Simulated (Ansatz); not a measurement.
# Stack of Cl-SiC-Cl chair under W2CO2 MXene , upper layer turned by 180° in a perpendicular field, part 4 of 4

What dipole does a perpendicular field induce in the stack of Cl-SiC-Cl chair under W2CO2 MXene , upper layer turned by 180°? A positive field points along +c.

Ansatz 0.2.0; plane-wave DFT, PBE-D3(BJ), Ansatz PAW (the session's first sound run).

So far, work function, upper face (eV): step 3 (atoms held, field 0, PBE D3(BJ)) 5.90; step 13 (PBE spin-orbit, k-mesh 12×12×1, other threshold) 5.92.

### Step 14. With spin-orbit coupling, k-mesh 12×12×1, field 0.2 V/Å

Level of this step: plane-wave DFT, PBE, fully relativistic PAW with spin-orbit coupling (Ansatz).

The same in a field along the normal.

Contents of input.yaml:

```yaml
crystal:
  lattice:
    - [3.1465612026, 0.0, 0.0]
    - [-1.5732806013, 2.725001936, 0.0]
    - [0.0, 0.0, 29.6614519159]
  atoms:
    - { symbol: Cl, position: [0.6666666667, 0.3333333333, 0.3034241218] }
    - { symbol: C, position: [0.6666666667, 0.3333333333, 0.3647823812] }
    - { symbol: Si, position: [0.3333333333, 0.6666666667, 0.3841341292] }
    - { symbol: Cl, position: [0.3333333333, 0.6666666667, 0.4525746951] }
    - { symbol: O, position: [0.0, 0.0, 0.5475747969] }
    - { symbol: W, position: [0.6666666667, 0.3333333333, 0.58535255] }
    - { symbol: C, position: [0.3333333333, 0.6666666667, 0.6220859213] }
    - { symbol: W, position: [0.0, 0.0, 0.6589046369] }
    - { symbol: O, position: [0.6666666667, 0.3333333333, 0.6965758782] }
kpoints:
  mp_grid: { grid: [12, 12, 1] }
  band_path: { path: [[0, 0, 0], [0.12, 0, 0]], npoints: 24 }
hamiltonian:
  xc: pbe
  pseudopotentials: { kind: paw_fr }
magnetization:
  noncollinear: true
  spin_orbit: true
scf:
  occupations: { method: fermi_dirac, width: 0.02585 }
  convergence: { dr2_threshold: 1.0e-09 }
efield:
  axis: 3
  dipole_correction: true
  ramp_position: 0.97
  ramp_width: 0.06
  amplitude: 0.2
output:
  write_potential: true
  write_density: true
  volumetric_format: npy
```

On the command line:

```bash
ansatz run input.yaml --threads 4 --pin off --max-ram 6144MiB --backend cpu --events-out ev --progress --plain --runs-dir out
```

Output:

```text
[...]
Crystal: 9 atoms, lattice volume = 254.329 Å³
Basis set: ecut = 420 eV, 4935 PW (Γ)
Bands: 84, of which v1, the nominal top of the filled ones, is band 66 counted from 1 (65 counted from 0)
Symmetry: 6 space group operations + 6 with time reversal
[...]
k-points: 19 of 144 (time reversal used)
[...]
k-point 0: bands = [... 62 lower, 1.7329, 1.7329, 2.2309, 2.2309, 2.3121, 2.3121, 3.0536, 3.0536, ... 14 higher]
  k-point 1: bands = [... 62 lower, 1.7871, 1.7895, 1.9150, 1.9207, 2.2049, 2.2054, 3.1857, 3.1925, ... 14 higher]
  k-point 2: bands = [... 62 lower, 1.0790, 1.0795, 2.0155, 2.0157, 2.1344, 2.1365, 3.4446, 3.4498, ... 14 higher]
  k-point 18: bands = [... 62 lower, 1.5960, 1.6013, 1.7279, 1.7322, 1.7456, 1.7502, 3.9949, 4.0140, ... 14 higher]
[key lines of the parts left out:]
SCF converged after 20 iterations
Magnetization: |M| = 0.0000 μB,  M = (+0.0000, +0.0000, +0.0000) μB
Free energy (F): -25250.611134 eV
Fermi energy:    2.314736 eV
Dipole field:    D = 0.056992 V/Å  (p = 0.080103 e·Å, saw-weighted, corrected)
```

The job ended after 3.1 min (4 threads of Arm Neoverse N1, shared host; peak memory 2.3 GiB).

This step gave:

| Property | Result |
| --- | --- |
| energy at zero smearing | -25250.6088 eV |
| dipole along the normal | 0.08010 e·Å |

The dipole is 0.0801 e·Å.

### Step 15. Spin splitting near the zone centre

This step: plane-wave DFT, PBE, fully relativistic PAW with spin-orbit coupling; spin splitting near the zone centre (Ansatz 0.2.0).

Levels that meet at the zone centre are followed outwards; a split that grows in proportion to k gives the Rashba parameter as ΔE/2k.

Numbers from this step:

```yaml
largest_split_over_2k_that_stays_linear_in_k: 0.02747 eV Å
```

Groups of levels that meet at the zone centre and whose split, tested at two k, grows in proportion to k or stays under 1 meV; groups that fail this test are left out. Spin splitting, by row:

| level at the first point (eV from the Fermi level) | states | split at k = 0.035 1/A (eV) | split over 2k (eV Å) |
| --- | --- | --- | --- |
| -1.222 | 2 | 1.00e-4 | 0 |
| -1.125 | 2 | 0 | 0 |
| -0.0838 | 2 | 0.0011 | 0.0159 |
| -0.0026 | 2 | 1.00e-4 | 0 |
| 0.7389 | 2 | 0.0019 | 0.02747 |
| 0.8718 | 2 | 0 | 0 |
| 1.604 | 2 | 0.0018 | 0.02602 |
| 1.992 | 2 | 2.00e-4 | 0 |
| 2.231 | 2 | 0 | 0 |

### Step 16. A changed input

This step: plane-wave DFT, PBE-D3(BJ), Ansatz PAW, but for the change named below (Ansatz 0.2.0).

A run with a changed input: it repeats the earlier run at 0.03 V/Å with hamiltonian.xc from pbe to pbesol and kpoints.mp_grid.shift to [0.5, 0.5, 0.0].

input.yaml, the sections that differ from step 14:

```yaml
kpoints:
  mp_grid: { grid: [18, 18, 1], shift: [0.5, 0.5, 0.0] }
  band_path:
    path: [[0, 0, 0], [0.5, 0, 0], [0.33333333, 0.33333333, 0], [0, 0, 0]]
    npoints: 16
hamiltonian:
  xc: pbesol
  dispersion: d3bj
scf:
  occupations: { method: fermi_dirac, width: 0.02585 }
  convergence: { dr2_threshold: 1.0e-10 }
efield:
  axis: 3
  dipole_correction: true
  ramp_position: 0.97
  ramp_width: 0.06
  amplitude: 0.03
# crystal, output: as in step 14
# magnetization: removed
```

Output:

```text
Warning: crystal.symmetry: narrowed to the stabiliser of the k-point mesh — unitary ops 6 → 2; excluded 4 operations that carry a point of the 18×18×1 mesh (shift [0.5, 0.5, 0]) off the mesh (the run samples exactly the mesh kpoints.mp_grid names, as under crystal.symmetry.detect: false, and its converged state has the mesh's symmetry, not the crystal's; ε∞, the Born charges and the force constants of a linear response (`dielectric:` by the response, `phonons.method: dfpt`) are averaged over those of the crystal's operations that the state keeps within a tolerance, where `mesh_tensors`, `unaveraged_element` or `gamma_mean_max_change_ev_ang2` stands beside them; [rest of the remark cut]
[...]
Crystal: 9 atoms, lattice volume = 254.329 Å³
Basis set: ecut = 420 eV, 4935 PW (Γ)
Bands: 42, of which v1, the nominal top of the filled ones, is band 33 counted from 1 (32 counted from 0)
Symmetry: 2 space group operations
k-points: 90 of 324 (time reversal used)
[...]
SCF iter   1: F=—  HF=-24879.937030 eV  |F-HF|=—  |Δ(HF+E_count)|=         —  Δρ=8.72e-2  dr2=2.37e1  ethr=3.10e-3  p=0.019 e·Å  D=1.36e-2 V/Å  ΔV_dip=-0.40 eV  dr2_dipole=5.93e-3  V_vac-E_F(+/−)=6.79/6.37 eV  ⟨swp⟩=8.5  Hψ=19237  notcnv=0
[...]
SCF iter  17: F=-24873.634867 eV  HF=-24873.634867 eV  |F-HF|=7.64e-11  |Δ(HF+E_count)|=  3.27e-11  Δρ=1.12e-7  dr2=8.89e-11  ethr=1.00e-12  p=-0.026 e·Å  D=-1.88e-2 V/Å  ΔV_dip=0.56 eV  dr2_dipole=1.12e-11  V_vac-E_F(+/−)=6.21/4.83 eV  ⟨swp⟩=16.1  Hψ=15862  notcnv=0
SCF 1 converged in 17 iterations: F = -24873.634867 eV  dr2 = 8.89e-11
[...]
SCF converged after 17 iterations
Free energy (F): -24873.634867 eV
[...]
Internal energy: -24873.629535 eV  (E = F + TS)
E sigma→0 (E₀):  -24873.632201 eV
Entropy (-TS):   -0.005333 eV (-0.593 meV/atom)
Fermi energy:    2.245865 eV
Dipole field:    D = -0.018790 V/Å  (p = -0.026409 e·Å, saw-weighted, corrected)
Work function:   not extracted (applied field tilts the vacuum); planar V_es + V_field profile in the machine report
[...]
--- Band table (eV; the first three rows and the last of 90) ---
  k-point 0: bands = [... 29 lower, 1.0076, 1.1038, 1.6490, 2.1311, 2.2283, 3.1160, 3.1231, 3.7503, ... 5 higher]
  k-point 1: bands = [... 29 lower, 0.6458, 1.0209, 1.7411, 1.7759, 2.1453, 3.2274, 3.2383, 3.9031, ... 5 higher]
  k-point 2: bands = [... 29 lower, 0.8719, 0.9131, 1.2035, 2.0112, 2.0181, 3.3425, 3.4781, 4.1965, ... 5 higher]
  k-point 89: bands = [... 29 lower, -0.2642, 0.2123, 1.3418, 2.6585, 2.8793, 3.8117, 3.9705, 4.0059, ... 5 higher]
```

It took 91 s on 4 threads; peak memory 1.3 GiB.

This step gave:

```yaml
energy_at_zero_smearing: -24873.6322 eV
dipole_along_the_normal: -0.02641 e·Å
```

Deep bands are left out, so band numbers here count from the lowest band kept and differ from the log's. Electronic bands along the path, in eV, zero at the Fermi level; # counts the bands kept:

| point | #16 | #17 | #18 | #19 | #20 | #21 | #22 | #23 |
| --- | --- | --- | --- | --- | --- | --- | --- | --- |
| Γ | -1.12 | -1.12 | -0.61 | 0.01 | 0.01 | 0.84 | 0.84 | 1.46 |
| halfway | -2.19 | -1.61 | -0.72 | -0.49 | 0.34 | 1.19 | 1.81 | 2.09 |
| M | -2.51 | -2.04 | -0.91 | 0.44 | 0.63 | 1.56 | 1.71 | 1.77 |
| halfway | -2.78 | -1.81 | -1.70 | 0.06 | 0.16 | 1.70 | 1.89 | 2.24 |
| K | -2.98 | -2.94 | -0.66 | -0.60 | -0.60 | 1.89 | 1.91 | 2.70 |
| halfway | -1.86 | -1.80 | -1.06 | -0.99 | 0.80 | 1.37 | 1.81 | 2.07 |
| Γ | -1.12 | -1.12 | -0.61 | 0.01 | 0.01 | 0.84 | 0.84 | 1.46 |

| quantity | this run | earlier run | difference |
| --- | --- | --- | --- |
| dipole along the normal (e·Å) | -0.02641 | -0.02143 | -0.0050 |

It moves by -0.00498 e·Å.

### Step 17. The same run with other settings

This step: plane-wave DFT, PBE-D3(BJ), Ansatz PAW (Ansatz 0.2.0).

Another changed input: it repeats the earlier run at 0.03 V/Å with efield.dipole_correction from true to false and efield.amplitude from 0.03 to -0.2.

input.yaml: that of step 16 with these lines changed.

```diff
@@ -16,3 +16,3 @@
 kpoints:
-  mp_grid: { grid: [18, 18, 1], shift: [0.5, 0.5, 0.0] }
+  mp_grid: { grid: [18, 18, 1] }
   band_path:
@@ -21,3 +21,3 @@
 hamiltonian:
-  xc: pbesol
+  xc: pbe
   dispersion: d3bj
@@ -28,6 +28,6 @@
   axis: 3
-  dipole_correction: true
+  dipole_correction: false
   ramp_position: 0.97
   ramp_width: 0.06
-  amplitude: 0.03
+  amplitude: -0.2
 output:
```

Output:

```text
[...]
Crystal: 9 atoms, lattice volume = 254.329 Å³
Basis set: ecut = 420 eV, 4935 PW (Γ)
Bands: 42, of which v1, the nominal top of the filled ones, is band 33 counted from 1 (32 counted from 0)
Symmetry: 6 space group operations
[...]
k-points: 37 of 324 (time reversal used)
[...]
SCF iter   1: F=—  HF=-25204.246475 eV  |F-HF|=—  |Δ(HF+E_count)|=         —  Δρ=2.51e-2  dr2=4.75e1  ethr=1.77e-3  p=-0.073 e·Å  V_vac-E_F(+/−)=3.40/8.44 eV  ⟨swp⟩=10.1  Hψ=8934  notcnv=0  defer=11
[...]
SCF iter  12: F=-25203.574689 eV  HF=-25203.574689 eV  |F-HF|=8.00e-11  |Δ(HF+E_count)|=   4.95e-9  Δρ=1.54e-7  dr2=8.59e-11  ethr=1.00e-12  p=-0.285 e·Å  V_vac-E_F(+/−)=3.28/7.79 eV  ⟨swp⟩=15.7  Hψ=6299  notcnv=0
SCF 1 converged in 12 iterations: F = -25203.574689 eV  dr2 = 8.59e-11
[...]
SCF converged after 12 iterations
Free energy (F): -25203.574689 eV
[...]
Internal energy: -25203.570359 eV  (E = F + TS)
E sigma→0 (E₀):  -25203.572524 eV
Entropy (-TS):   -0.004330 eV (-0.481 meV/atom)
Fermi energy:    2.353108 eV
Dipole field:    D = -0.203068 V/Å  (p = -0.285414 e·Å, saw-weighted)
Work function:   not extracted (applied field tilts the vacuum); planar V_es + V_field profile in the machine report
[...]
--- Band table (eV; the first three rows and the last of 37) ---
  k-point 0: bands = [... 29 lower, 1.2228, 1.2228, 1.6945, 2.3907, 2.3907, 3.1679, 3.1679, 3.7896, ... 5 higher]
  k-point 1: bands = [... 29 lower, 1.0670, 1.1926, 1.7165, 2.2306, 2.3581, 3.2126, 3.2185, 3.8510, ... 5 higher]
  k-point 2: bands = [... 29 lower, 0.6783, 1.1066, 1.7924, 1.8613, 2.2668, 3.3329, 3.3610, 4.0387, ... 5 higher]
  k-point 36: bands = [... 29 lower, -0.5490, -0.5098, 1.6509, 1.7148, 1.7158, 4.2091, 4.2183, 5.0021, ... 5 higher]
```

It took 37 s on 4 threads; peak memory 0.82 GiB; 2.4 min of CPU time.

| quantity | this run | earlier run | difference |
| --- | --- | --- | --- |
| dipole along the normal (e·Å) | -0.2854 | -0.02143 | -0.26 |

The applied field differs, and the slope found earlier predicts a dipole of -0.161 e·Å; this run gives -0.285 e·Å, 0.12 e·Å less.

With the dipole correction off, the periodic images add a field of their own to the typed one.

These numbers are not those of the isolated slab.

### Step 18. Outcome

* gap without field: none
* work function, upper face: 5.90 eV
* step between the vacuum levels: 0.837 eV
* equivalent conductor thickness, atoms held: 12.8 Å
* equivalent conductor thickness, atoms relaxed: 13.0 Å
* largest split over 2k that stays linear in k at 0.2 V/Å: 0.0275 eV Å

**Reading.** The induced dipole equals that of a perfect conductor 12.84 Å thick, while the outer atoms lie 11.66 Å apart. The two faces differ: the vacuum level above lies 0.84 eV higher than the one below. Letting the atoms follow the field adds 0.17 Å to the equivalent conductor thickness: the ionic part of the response. There is no gap over 0.03 eV, with or without the field. The main runs have no spin polarisation; a magnetic state could lie lower and would change these results. The field series itself is without spin-orbit coupling. The MXene's terminations sit over the metal atoms of its far layer; the site over carbon or nitrogen, which some compounds prefer, was not run.

[Long decimals in the printed logs are rounded to 6 places.]

[Logs are printed without paths, hosts, clocks, repeated set-up lines and the standing remarks that a program may print on its own settings, such as how far it seeks lower states.]

[Hosts, paths, dates, database ids (printed as entryN), source tags and the programs' standing remarks are cut or masked in the printed files.]

[Maps of the electrostatic potential energy from Ansatz leave out the sawtooth potential of an applied field or a dipole correction, so their vacuum need not be flat; planar profiles and work functions include it.]
